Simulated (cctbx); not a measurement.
# Reading a Patterson map

Space group Pnma (no. 62), a = 5.9740 Å, b = 3.3070 Å, c = 7.0250 Å, α = 90.00°, β = 90.00°, γ = 90.00°, content Ir4 Fe4 Al4.

Simulated single-crystal data (cctbx): Mo Kα, λ = 0.71073 Å, to d = 0.75 Å, 80 % of the full sphere, strongest reflection 20000 counts, noise from counting, a 3 % proportional error and a noise floor of 8 counts (s.d.); no absorption.

Patterson synthesis, origin scaled to 1000:

```text
Patterson group P m m m
      u       v       w   height  length (A)
  0.000   0.000   0.000   1000.0     0.00
  0.500   0.500   0.500    530.9     4.90
  0.500   0.000   0.147    439.2     3.16
  0.000   0.500   0.351    254.3     2.97
  0.326   0.500   0.115    139.7     2.68
  0.170   0.500   0.257    127.2     2.65
  0.380   0.000   0.231    121.6     2.79
  0.115   0.000   0.372    120.0     2.70
  0.244   0.000   0.313     52.5     2.64
  0.251   0.000   0.500     46.8     3.82
  0.500   0.000   0.384     23.4     4.03
  0.000   0.500   0.500     20.0     3.88
  0.227   0.500   0.500     15.5     4.11
  0.500   0.500   0.348     15.2     4.20
```

**Question.** Which atom pairs make the peaks, and where is the heaviest atom?

A peak at u stands for all pairs with xi − xj = u, with weight Σ ZiZj against Σ Z² = 27096 at the origin. Peak heights follow these weights only roughly, since form factors, motion and series ripples differ, all vectors within 0.55 Å of a peak are counted as merged into it though the farther ones add only part of their weight, and F(000) is left out, which lowers the whole map:

| u | v | w | shortest length (Å) | height | 1000 ΣZiZj/ΣZ² | pairs in the cell |
| --- | --- | --- | --- | --- | --- | --- |
| 0.500 | 0.500 | 0.500 | 4.90 | 531 | 875 | 4 × Ir–Ir |
| 0.500 | 0.000 | 0.147 | 3.16 | 439 | 438 | 2 × Ir–Ir |
| 0.000 | 0.500 | 0.351 | 2.97 | 254 | 438 | 2 × Ir–Ir |
| 0.326 | 0.500 | 0.115 | 2.68 | 140 | 247 | 2 × Ir–Fe, 2 × Ir–Al, 1 × Fe–Fe |
| 0.170 | 0.500 | 0.257 | 2.65 | 127 | 222 | 2 × Ir–Fe, 2 × Ir–Al |
| 0.380 | 0.000 | 0.231 | 2.79 | 122 | 148 | 2 × Ir–Fe |
| 0.115 | 0.000 | 0.372 | 2.70 | 120 | 173 | 2 × Ir–Fe, 2 × Fe–Al |
| 0.244 | 0.000 | 0.313 | 2.64 | 52 | 74 | 2 × Ir–Al |
| 0.251 | 0.000 | 0.500 | 3.82 | 47 | 148 | 4 × Ir–Al |

The table stops at ten peaks or at a height of 45, below which ripples compete. In the model behind the data Ir, the heaviest element, has 1 independent site: (0.4736, 3/4, 0.3233), up to an allowed shift of origin; the Ir–Ir vectors are differences of these positions and their symmetry mates. The whole model:

```csv
atom,mult.,x,y,z,Ueq (Å²)
Ir1,4,0.4736,3/4,0.3233,0.0167
Fe1,4,0.3584,3/4,0.9439,0.0114
Al1,4,0.2252,3/4,0.6337,0.0182
```

This is a model crystal, built by substitution and not relaxed, with assumed displacement parameters.

[Logs are printed without paths, hosts, clocks, repeated set-up lines and the standing remarks that a program may print on its own settings, such as how far it seeks lower states.]
